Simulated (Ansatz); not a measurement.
# From HSE06 to G0W0: KCl (Sylvite), part 2 of 2

Wanted: the gap of KCl (Sylvite) with a many-body correction, and the time that it takes.

Ansatz 0.2.0; HSE06, then G0W0 on it, plane waves, PAW. Known limits of the many-body steps: finite bands, screening cutoff and k mesh; no spin-orbit coupling in G0W0.

So far. Step 2 (HSE06 levels on the mesh and at listed points): Over mesh and listed points the gap is 6.499 eV, direct, at k = Γ.

In doubt: masses and optical values from hybrid runs of this build are listed as unsure (step 3), which bears on the screening that GW takes from such a start.

## (3) The quasiparticle correction

G0W0 replaces the xc potential by a self-energy built once from the orbitals of the start. Levels are corrected in the window of bands that the input names, at points of the mesh.

This step: G0W0 on HSE06, plane waves, PAW.

input.yaml reads:

```yaml
crystal:
  lattice:
    - [0.0, 3.14647, 3.14647]
    - [3.14647, 0.0, 3.14647]
    - [3.14647, 3.14647, 0.0]
  atoms:
    - { symbol: K, position: [0.0, 0.0, 0.0] }
    - { symbol: Cl, position: [0.5, 0.5, 0.5] }
kpoints:
  mp_grid: { grid: [4, 4, 4] }
hamiltonian:
  xc: hse06
scf:
  occupations: { method: fixed }
gw:
  n_empty_bands: 185
  ecut_chi: 120
  qp_bands: [v2, c2]
  qp_kpoints: band_edges
  screening: { model: contour_deformation }
```

Launch:

```console
$ ansatz run input.yaml --threads 3 --pin off --max-ram 92160MiB --backend cuda --events-out ev --progress --plain --runs-dir out --devices 1 --max-vram 13GiB
```

Numbers of over 12 decimals in the logs are rounded to 6 here.

What it wrote:

```text
GPUs: using 1 of 1 available (devices: 1).
[...]
GPU FFT provider: cuFFT
GPU libraries: cuBLAS 13.8.2, cuFFT 12.4.0, cuSOLVER 12.3.4
Crystal: 2 atoms, lattice volume = 62.302 Å³
Basis set: ecut = 420 eV, 1243 PW (Γ)
Bands: 12, of which v1, the nominal top of the filled ones, is band 8 counted from 1 (7 counted from 0)
Symmetry: 48 space group operations
[...]
k-points: 8 of 64
[...]
GPU buffer pool allocated for 27000 grid points (all kernels)
[...]
SCF iter   1: F=—  HF=-2621.218611 eV  |F-HF|=—  |Δ(HF+E_count)|=         —  Δρ=7.01e-4  dr2=3.73e-4  ethr=1.77e-3  ⟨swp⟩=2.9  Hψ=758  notcnv=0
[...]
SCF iter   2: F=-2621.218507 eV  HF=-2621.218511 eV  |F-HF|=3.79e-6  |Δ(HF+E_count)|=   9.95e-5  Δρ=1.30e-4  dr2=1.05e-5  ethr=6.67e-8  ⟨swp⟩=3.4  Hψ=594  notcnv=0  defer=3
SCF 1 stopped early in 2 iterations: F = -2621.218507 eV  dr2 = 1.05e-5
[...]
GPU FFT provider: cuFFT
GPU libraries: cuBLAS 13.8.2, cuFFT 12.4.0, cuSOLVER 12.3.4
[...]
GPU buffer pool allocated for 27000 grid points (all kernels)
[...]
Frozen-core exchange: fock
SCF iter   1: F=—  HF=-2622.887832 eV  |F-HF|=—  |Δ(HF+E_count)|=         —  Δρ=2.58e-3  dr2=3.20e-3  ethr=6.56e-7  ⟨swp⟩=9.0  Hψ=589  notcnv=0
[...]
SCF iter   4: F=-2622.888310 eV  HF=-2622.888310 eV  |F-HF|=2.07e-7  |Δ(HF+E_count)|=   3.26e-5  Δρ=3.70e-5  dr2=1.40e-6  ethr=6.56e-7  ⟨swp⟩=3.1  Hψ=271  notcnv=0
SCF 2 stopped early in 4 iterations: F = -2622.888310 eV  dr2 = 1.40e-6
[...]
hybrid outer 1: dexx = +1.730e-3 eV, tail = 6.29e-6 eV
GPU FFT provider: cuFFT
GPU libraries: cuBLAS 13.8.2, cuFFT 12.4.0, cuSOLVER 12.3.4
GPU buffer pool allocated for 27000 grid points (all kernels)
[...]
Frozen-core exchange: fock
SCF iter   1: F=—  HF=-2622.888338 eV  |F-HF|=—  |Δ(HF+E_count)|=         —  Δρ=3.59e-5  dr2=6.62e-7  ethr=1.96e-7  ⟨swp⟩=4.4  Hψ=287  notcnv=0
[...]
SCF iter   2: F=-2622.888338 eV  HF=-2622.888338 eV  |F-HF|=3.90e-9  |Δ(HF+E_count)|=   1.25e-7  Δρ=1.18e-5  dr2=3.64e-8  ethr=1.45e-10  ⟨swp⟩=3.5  Hψ=533  notcnv=0  defer=1
SCF 3 converged in 2 iterations: F = -2622.888338 eV  dr2 = 3.64e-8
[...]
NSCF: frozen V_eff on 8 k-points
Exchange-term sweep: 0 of 8 (spin, k) points
Exchange-term sweep: 1 of 8 (spin, k) points
Exchange-term sweep: 2 of 8 (spin, k) points
Exchange-term sweep: 3 of 8 (spin, k) points
Exchange-term sweep: 4 of 8 (spin, k) points
Exchange-term sweep: 5 of 8 (spin, k) points
Exchange-term sweep: 6 of 8 (spin, k) points
Exchange-term sweep: 7 of 8 (spin, k) points
Exchange-term sweep: 8 of 8 (spin, k) points
G₀W₀ screening: q 1/8
[... further progress lines ...]
[...]
Free energy (F): -2622.888338 eV
Frozen-core exchange: fock
[...]
Internal energy: -2622.888338 eV  (E = F + TS)
E sigma→0 (E₀):  -2622.888338 eV
Fermi energy:    -0.132823 eV
[...]
--- Band table (eV; the first three rows and the last of 8) ---
[...]
guard bands above this table: 2 of the run's 12 bands. The solve was not asked for them (output.publish_guard_bands: true or output.eigenvalues: true publishes all)
--- G₀W₀: contour deformation, 5 samples at zero and on the imaginary axis and 2 off it, 64 q-points, 185 empty bands' worth ---
  eigenvalues of the whole cell's RPA ε∞ on this k-mesh (on a slab, of 1 + 4πα/V) = 1.9885, 1.9885, 1.9885; static W/v taken at q = 0 is 0.502893
  bands read: the sum over 193 bands ends inside a degenerate multiplet in 3 slots, whose members it reads at an even weight; the widest, k=0: bands 192 to 194 (counted from 1) at 2/3 each
  gw.qp_kpoints: band_edges: 8 of 8 stored k-points solved, in 1 pass; an edge of the gap read off the rows below is read off those points alone
    ik  band        ε_KS         Σx   Σc(E_QP)       V_xc       Z   E_QP_lin       E_QP  E_QP is
     0     7     -0.1328   -20.8052     2.0577   -17.3550  0.8301    -1.5413    -1.5253  root
     0     8     -0.1328   -20.8052     2.0577   -17.3550  0.8301    -1.5413    -1.5253  root
     0     9      6.3666    -4.0436    -2.8155    -7.4575  0.8876     6.9669     6.9651  root
     0    10      9.7762    -3.9369    -3.0255    -8.1753  0.8823    10.9982    10.9891  root
     1     7     -0.3066   -20.5195     2.0706   -17.0365  0.8297    -1.7357    -1.7189  root
     1     8     -0.3066   -20.5195     2.0706   -17.0365  0.8297    -1.7357    -1.7189  root
     1     9      7.6480    -4.6010    -2.8654    -8.1369  0.8818     8.3211     8.3185  root
     1    10      9.4877    -3.8711    -2.9615    -7.8304  0.8802    10.4918    10.4855  root
     2     7     -0.4702   -20.2771     2.0872   -16.7586  0.8292    -1.9193    -1.9016  root
     2     8     -0.4702   -20.2771     2.0872   -16.7586  0.8292    -1.9193    -1.9016  root
     2     9      8.7657    -3.5821    -2.8218    -7.0630  0.8836     9.4274     9.4248  root
     2    10      9.9697    -5.2760    -3.1083    -9.3761  0.8682    10.9688    10.9615  root
     3     7     -0.2699   -20.6420     2.0706   -17.1584  0.8301    -1.6995    -1.6828  root
     3     8     -0.2699   -20.6420     2.0706   -17.1584  0.8301    -1.6995    -1.6828  root
     3     9      7.8781    -4.5999    -2.9147    -8.2344  0.8813     8.6009     8.5980  root
     3    10      8.5254    -3.2548    -2.8495    -7.0556  0.8864     9.4818     9.4766  root
     4     7     -0.5501   -20.2293     2.0936   -16.6865  0.8298    -2.0177    -1.9994  root
     4     8     -0.4215   -20.4286     2.0869   -16.9115  0.8296    -1.8692    -1.8517  root
     4     9      8.6473    -3.5285    -2.8469    -7.2523  0.8841     9.5288     9.5243  root
     4    10      9.5766    -4.7218    -3.0274    -8.5916  0.8744    10.4237    10.4190  root
     5     7     -0.4744   -20.3372     2.0828   -16.8116  0.8303    -1.9350    -1.9172  root
     5     8     -0.4572   -20.3134     2.0875   -16.7962  0.8292    -1.9046    -1.8869  root
     5     9      8.8824    -4.6384    -2.9468    -8.3539  0.8774     9.6548     9.6511  root
     5    10      9.4210    -3.8898    -2.9301    -7.7426  0.8793    10.3491    10.3437  root
     6     7     -0.3725   -20.5812     2.0872   -17.0648  0.8299    -1.8192    -1.8018  root
     6     8     -0.3725   -20.5812     2.0872   -17.0648  0.8299    -1.8192    -1.8018  root
     6     9      7.7600    -3.0945    -2.7591    -6.7235  0.8887     8.6341     8.6299  root
     6    10      9.6810    -4.3009    -3.0869    -8.2962  0.8818    10.5943    10.5894  root
     7     7     -0.6319   -20.1899     2.1021   -16.6212  0.8303    -2.1172    -2.0984  root
     7     8     -0.6319   -20.1899     2.1021   -16.6212  0.8303    -2.1172    -2.0984  root
     7     9      9.3259    -3.9438    -2.9260    -7.7958  0.8792    10.2574    10.2519  root
     7    10      9.3259    -3.9438    -2.9260    -7.7958  0.8792    10.2574    10.2519  root
```

Elapsed: 16 s, on 1 × NVIDIA H100 80GB HBM3 (shared by 6 runs) with 3 threads of AMD EPYC 7R13 (Zen 3), shared host; peak memory 1.2 GiB; 16 s of CPU time.

This step gave:

- bands summed: 193
- RPA ε∞ on this mesh (eigenvalues): 1.988, 1.988, 1.988
- plane waves in the screening matrix: 169
- q-points in the mesh: 64
- G0W0 gap over the corrected points: 8.490 eV
- k of the valence top: 0, 0, 0
- k of the conduction bottom: 0, 0, 0
- starting gap on the mesh: 6.499 eV
- Z at the valence top: 0.8301
- Z at the conduction bottom: 0.8876
- least direct G0W0 gap over the corrected points: 8.490 eV

Over all 8 irreducible mesh points the G0W0 gap is 8.490 eV, direct, at k = Γ. The HSE06 gap of this run on the mesh is 6.499 eV. The two states that bound the G0W0 gap lie that far apart at the start, so the correction of the gap is 8.490 − 6.499 = +1.991 eV.

Labels follow the order of the start: v1 is the top filled band, c1 the lowest empty one; levels that stay degenerate share a row, the window can cut a multiplet, doubted levels are not marked in this list, bands outside the window were not corrected, and the list may be a part of the corrected levels. The levels before and after the correction (eV, zero at the valence-band top of each column):

```tsv
	conduction bottom	valence top
HSE06	6.50	0.00
G0W0	8.49	0.00
```

```tsv
	level	occupation	energy (eV)
HSE06	Γ v2-v1	2	0.000
HSE06	Γ c1	0	6.499
HSE06	Γ c2	0	9.909
G0W0	Γ v2-v1	2	0.000
G0W0	Γ c1	0	8.490
G0W0	Γ c2	0	12.514
```

The parts of the quasiparticle energy for the two states that bound the G0W0 gap, in eV on the run's own scale (QP = start + Σx + Σc − Vxc, with Σc at the quasiparticle energy):

```tsv
edge	k	band	start	Σx	Σc	Vxc	Z	QP
valence top	Γ	7	−0.133	−20.805	2.058	−17.355	0.830	−1.525
conduction bottom	Γ	9	6.367	−4.044	−2.816	−7.457	0.888	6.965
```

For a hybrid start, Vxc holds its share of exact exchange.

## (4) Side by side

Each gap is the least one over the points named; times are wall times on shared hosts, not benchmarks. A G0W0 time includes the run's own self-consistent start. Runs with listed points see these and the mesh alone, so an edge that moves elsewhere is missed.

```tsv
level	mesh	files, cutoff	bands summed, screening	points	gap (eV)	valence top	conduction bottom	least direct gap (eV)	time
HSE06	4×4×4	soft_2 PAW, 420 eV	-	mesh and listed points	6.499	Γ	Γ	6.499	7.5 s
G0W0@HSE06	4×4×4	soft_2 PAW, 420 eV	193, 120 eV	all 8 irreducible mesh points	8.490	Γ	Γ	8.490	16 s
```

## (5) Summary of results

```
HSE06 gap over mesh and listed points             : 6.499 eV, direct, at k = Γ
G0W0@HSE06 gap over all 8 irreducible mesh points : 8.490 eV, direct, at k = Γ
GW settings                                       : 4×4×4 mesh, 185 empty bands, screening to 120 eV
known limits                                      : finite bands, screening cutoff and k mesh; no spin-orbit coupling in G0W0
```

In words: Over all 8 irreducible mesh points the G0W0 gap is 8.490 eV, direct, at k = Γ. The HSE06 gap of this run on the mesh is 6.499 eV. The two states that bound the G0W0 gap lie that far apart at the start, so the correction of the gap is 8.490 − 6.499 = +1.991 eV. The valence state moves by −1.525 − (−0.133) = −1.392 eV and the conduction state by 6.965 − 6.367 = +0.598 eV, on the run's own scale; how far single levels stand from their limit in bands is not shown. Both edges that HSE06 shows over mesh and listed points lie at k points where levels were corrected. Levels at other points were not corrected, so a lower G0W0 gap elsewhere in the zone is not ruled out. No second run with other bands and screening cutoff is shown, so the distance to the basis limit is not known. On another start, G0W0@PBE runs of this series (4×4×4 mesh, soft_2 PAW; not shown as steps) give 7.650 eV with 73 bands and 60 eV, 7.878 eV with 193 bands and 120 eV and 8.012 eV with 408 bands and 200 eV. G0W0 on other starts in this series, not shown as steps and not all at these settings: 7.878 eV on PBE (4×4×4, soft_2 PAW, 193 bands, 120 eV) and 8.706 eV on PBE0 (4×4×4, soft_2 PAW, 193 bands, 120 eV). The G0W0 runs are scalar-relativistic. No pair of G0W0 runs that differ in the mesh alone is shown (4×4×4 is a supercell whose nearest images lie 18 Å apart), so the error from the mesh is not known here. G0W0 is shown with one set of atomic data (soft_2 PAW), so the error from the files is not known here.

[Paths, hosts, dates, memory and timing lines, banners, echoed tables and standing remarks are left out of the program output.]

[Logs are printed without paths, hosts, clocks, repeated set-up lines and the standing remarks that a program may print on its own settings, such as how far it seeks lower states.]

[Runs of the session that timed out or met a known fault of the program may be left out.]

[Cells called generated may have been cut or substituted from an entry of the Crystallography Open Database or the Materials Project.]

[Hosts, paths, dates, database ids (printed as entryN), source tags and the programs' standing remarks are cut or masked in the printed files.]

[Where an RPA ε∞ is given, it is that of the G0W0 mesh and is not shown converged in it. Names of k-points follow the symmetry that the program found, which can be lower than the space group named. Band edges on a path are those of the sampled points; other points can move an edge, and change direct to indirect where valleys lie close.]

[Hybrid gaps are those of their k-mesh and are not shown converged in it.]
